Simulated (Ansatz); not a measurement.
# Zr2NO2 monolayer: from the cell to its phonons, part 2 of 2

How does Zr2NO2 monolayer vibrate, and is this structure a minimum?

Ansatz 0.2.0; DFT PBEsol, scalar-relativistic, plane waves, PAW.

So far, highest frequency on the path or at a solved wavevector (cm⁻¹): step 6 (response at finite wavevector) 592. Also lowest frequency on the path (cm⁻¹): step 6 -214.

**7. Another isotope, element N, natural mass 14.007 amu (continued)**

The same force constants with the mass of N changed from 14.007 to 15.000 u (phonopy, no LO-TO term). Both lists are sorted by frequency; levels can cross, so a row need not hold one and the same mode. Modes under 3 cm⁻¹ are left out. Isotope shifts, by row, the first 40 of 57 rows:

| q | rank | natural mass (cm⁻¹) | changed mass (cm⁻¹) |
| --- | --- | --- | --- |
| 0 0 0 | 4 | 78.83 | 78.83 |
| 0 0 0 | 5 | 78.83 | 78.83 |
| 0 0 0 | 6 | 229.6 | 229.6 |
| 0 0 0 | 7 | 274.9 | 274.9 |
| 0 0 0 | 8 | 274.9 | 274.9 |
| 0 0 0 | 9 | 372.4 | 370.8 |
| 0 0 0 | 10 | 372.4 | 370.8 |
| 0 0 0 | 11 | 478 | 464.9 |
| 0 0 0 | 12 | 478 | 464.9 |
| 0 0 0 | 13 | 525.2 | 519.9 |
| 0 0 0 | 14 | 532.9 | 532.9 |
| 0 0 0 | 15 | 592 | 579.1 |
| 0 0.25 0 | 1 | -159.9 | -159.5 |
| 0 0.25 0 | 2 | 85.69 | 85.68 |
| 0 0.25 0 | 3 | 93.28 | 93.14 |
| 0 0.25 0 | 4 | 132.4 | 132.2 |
| 0 0.25 0 | 5 | 178.9 | 178.9 |
| 0 0.25 0 | 6 | 192.4 | 192.2 |
| 0 0.25 0 | 7 | 306.8 | 306.7 |
| 0 0.25 0 | 8 | 320.6 | 319.5 |
| 0 0.25 0 | 9 | 366.8 | 365.1 |
| 0 0.25 0 | 10 | 385.1 | 382.9 |
| 0 0.25 0 | 11 | 402.9 | 394.6 |
| 0 0.25 0 | 12 | 445.4 | 433.6 |
| 0 0.25 0 | 13 | 484.1 | 482.4 |
| 0 0.25 0 | 14 | 491.2 | 490.1 |
| 0 0.25 0 | 15 | 554.7 | 539.1 |
| 0 -0.5 0 | 1 | 112.1 | 112.1 |
| 0 -0.5 0 | 2 | 154.7 | 154.4 |
| 0 -0.5 0 | 3 | 158.3 | 158.3 |
| 0 -0.5 0 | 4 | 180.4 | 180.4 |
| 0 -0.5 0 | 5 | 240.1 | 240.1 |
| 0 -0.5 0 | 6 | 244.1 | 244.1 |
| 0 -0.5 0 | 7 | 302.1 | 297 |
| 0 -0.5 0 | 8 | 367.9 | 367.9 |
| 0 -0.5 0 | 9 | 382.2 | 379.1 |
| 0 -0.5 0 | 10 | 416.2 | 416.2 |
| 0 -0.5 0 | 11 | 457.6 | 446 |
| 0 -0.5 0 | 12 | 457.7 | 457 |
| 0 -0.5 0 | 13 | 470.9 | 470.9 |

A mode of this element alone would shift by -3.37 %. The highest zone-centre frequency without the field goes from 592.0 to 579.1 cm⁻¹ (-2.2 %). The product of the frequency ratios over all optical modes at Γ is 0.908; the product rule, (m/m′)^(3k/2) (M′/M)^(3/2) with k = 1 such atoms and M the mass of the cell, gives 0.908.

**8. Isotope substitution, element O, natural mass 15.999 amu**

The same for O, from 16.00 to 18.00 u.

The same force constants with the mass of O changed from 15.999 to 17.999 u (phonopy, no LO-TO term). Both lists are sorted by frequency; levels can cross, so a row need not hold one and the same mode. Modes under 3 cm⁻¹ are left out. Isotope shifts, by row, the first 40 of 57 rows:

| q | rank | natural mass (cm⁻¹) | changed mass (cm⁻¹) |
| --- | --- | --- | --- |
| 0 0 0 | 4 | 78.83 | 78.82 |
| 0 0 0 | 5 | 78.83 | 78.82 |
| 0 0 0 | 6 | 229.6 | 226.8 |
| 0 0 0 | 7 | 274.9 | 259.2 |
| 0 0 0 | 8 | 274.9 | 259.2 |
| 0 0 0 | 9 | 372.4 | 357.1 |
| 0 0 0 | 10 | 372.4 | 357.1 |
| 0 0 0 | 11 | 478 | 474 |
| 0 0 0 | 12 | 478 | 474 |
| 0 0 0 | 13 | 525.2 | 502.6 |
| 0 0 0 | 14 | 532.9 | 508.5 |
| 0 0 0 | 15 | 592 | 588.3 |
| 0 0.25 0 | 1 | -159.9 | -158.5 |
| 0 0.25 0 | 2 | 85.69 | 85.21 |
| 0 0.25 0 | 3 | 93.28 | 92.71 |
| 0 0.25 0 | 4 | 132.4 | 132 |
| 0 0.25 0 | 5 | 178.9 | 177.5 |
| 0 0.25 0 | 6 | 192.4 | 190.9 |
| 0 0.25 0 | 7 | 306.8 | 290.2 |
| 0 0.25 0 | 8 | 320.6 | 306.6 |
| 0 0.25 0 | 9 | 366.8 | 348.9 |
| 0 0.25 0 | 10 | 385.1 | 367.4 |
| 0 0.25 0 | 11 | 402.9 | 395.9 |
| 0 0.25 0 | 12 | 445.4 | 442.2 |
| 0 0.25 0 | 13 | 484.1 | 464.9 |
| 0 0.25 0 | 14 | 491.2 | 468.6 |
| 0 0.25 0 | 15 | 554.7 | 551.9 |
| 0 -0.5 0 | 1 | 112.1 | 112 |
| 0 -0.5 0 | 2 | 154.7 | 154.3 |
| 0 -0.5 0 | 3 | 158.3 | 157.9 |
| 0 -0.5 0 | 4 | 180.4 | 180 |
| 0 -0.5 0 | 5 | 240.1 | 237 |
| 0 -0.5 0 | 6 | 244.1 | 241.8 |
| 0 -0.5 0 | 7 | 302.1 | 293.8 |
| 0 -0.5 0 | 8 | 367.9 | 346.9 |
| 0 -0.5 0 | 9 | 382.2 | 364.8 |
| 0 -0.5 0 | 10 | 416.2 | 393.2 |
| 0 -0.5 0 | 11 | 457.6 | 437.5 |
| 0 -0.5 0 | 12 | 457.7 | 448.4 |
| 0 -0.5 0 | 13 | 470.9 | 453.2 |

A mode of this element alone would shift by -5.72 %. The highest zone-centre frequency without the field goes from 592.0 to 588.3 cm⁻¹ (-0.6 %). The product of the frequency ratios over all optical modes at Γ is 0.721; the product rule, (m/m′)^(3k/2) (M′/M)^(3/2) with k = 2 such atoms and M the mass of the cell, gives 0.721.

**9. Another isotope, element Zr, natural mass 91.222 amu**

The same for Zr, from 91.22 to 95.91 u.

The same force constants with the mass of Zr changed from 91.222 to 95.908 u (phonopy, no LO-TO term). Both lists are sorted by frequency; levels can cross, so a row need not hold one and the same mode. Modes under 3 cm⁻¹ are left out. Isotope shifts, by row, the first 40 of 57 rows:

| q | rank | natural mass (cm⁻¹) | changed mass (cm⁻¹) |
| --- | --- | --- | --- |
| 0 0 0 | 4 | 78.83 | 76.89 |
| 0 0 0 | 5 | 78.83 | 76.89 |
| 0 0 0 | 6 | 229.6 | 224.9 |
| 0 0 0 | 7 | 274.9 | 274.9 |
| 0 0 0 | 8 | 274.9 | 274.9 |
| 0 0 0 | 9 | 372.4 | 370.6 |
| 0 0 0 | 10 | 372.4 | 370.6 |
| 0 0 0 | 11 | 478 | 477.9 |
| 0 0 0 | 12 | 478 | 477.9 |
| 0 0 0 | 13 | 525.2 | 524.5 |
| 0 0 0 | 14 | 532.9 | 530.4 |
| 0 0 0 | 15 | 592 | 589.8 |
| 0 0.25 0 | 1 | -159.9 | -156.8 |
| 0 0.25 0 | 2 | 85.69 | 83.76 |
| 0 0.25 0 | 3 | 93.28 | 91.29 |
| 0 0.25 0 | 4 | 132.4 | 129.3 |
| 0 0.25 0 | 5 | 178.9 | 175 |
| 0 0.25 0 | 6 | 192.4 | 188.4 |
| 0 0.25 0 | 7 | 306.8 | 306.5 |
| 0 0.25 0 | 8 | 320.6 | 319.2 |
| 0 0.25 0 | 9 | 366.8 | 366.4 |
| 0 0.25 0 | 10 | 385.1 | 384.2 |
| 0 0.25 0 | 11 | 402.9 | 402.3 |
| 0 0.25 0 | 12 | 445.4 | 445.2 |
| 0 0.25 0 | 13 | 484.1 | 482.1 |
| 0 0.25 0 | 14 | 491.2 | 489.6 |
| 0 0.25 0 | 15 | 554.7 | 554.1 |
| 0 -0.5 0 | 1 | 112.1 | 109.3 |
| 0 -0.5 0 | 2 | 154.7 | 151.1 |
| 0 -0.5 0 | 3 | 158.3 | 154.5 |
| 0 -0.5 0 | 4 | 180.4 | 176.2 |
| 0 -0.5 0 | 5 | 240.1 | 235.3 |
| 0 -0.5 0 | 6 | 244.1 | 239 |
| 0 -0.5 0 | 7 | 302.1 | 301.6 |
| 0 -0.5 0 | 8 | 367.9 | 367.9 |
| 0 -0.5 0 | 9 | 382.2 | 381.8 |
| 0 -0.5 0 | 10 | 416.2 | 415.9 |
| 0 -0.5 0 | 11 | 457.6 | 455.4 |
| 0 -0.5 0 | 12 | 457.7 | 457.7 |
| 0 -0.5 0 | 13 | 470.9 | 469.1 |

A mode of this element alone would shift by -2.47 %. The highest zone-centre frequency without the field goes from 592.0 to 589.8 cm⁻¹ (-0.4 %). The product of the frequency ratios over all optical modes at Γ is 0.914; the product rule, (m/m′)^(3k/2) (M′/M)^(3/2) with k = 2 such atoms and M the mass of the cell, gives 0.914.

**10. Results**

| Quantity | Value |
| --- | --- |
| space group after relaxation (within 0.01 Å) | P-3m1 |
| area per atom | 1.81 Å² |
| electronic character | no gap on this mesh |
| highest optical mode at the zone centre (no LO-TO term) | 592 cm⁻¹ |
| lowest optical zone-centre mode | 78.8 cm⁻¹ |
| lowest mode on the q mesh (acoustic modes at Γ apart) | -176 cm⁻¹ |
| highest frequency on the path or at a solved wavevector | 592 cm⁻¹ |
| imaginary modes on the 4×4×1 q mesh | yes |

**Reading.** Modes are clearly imaginary (beyond 10i cm⁻¹) at 2 of the 4 irreducible wavevectors, most at q = (0.25, 0.25, 0) (176.4i cm⁻¹), so this structure is not a minimum of the energy. The optical modes at Γ span 79 to 592 cm⁻¹. The highest mode in this list at Γ, 592.0 cm⁻¹, has its largest share on N (70 % of the kinetic energy). With no gap, or one that is small against the smearing, the frequencies hang on the k mesh and the smearing, most of all near Kohn anomalies. The phonon runs are without spin polarisation, although the cell has an odd electron count. In a sheet or slab the interpolated bending branch near Γ is rough, since the rotational sum rule isn't imposed. A phonon run warned that its eigensolver left some bands unconverged in a pass. The starting cell was built on a prototype and not taken from a measurement. These are harmonic frequencies at zero temperature: anharmonic shifts, linewidths and thermal expansion are left out.

[Hosts, paths, dates, database ids (printed as entryN), source tags and the programs' standing remarks are cut or masked in the printed files.]
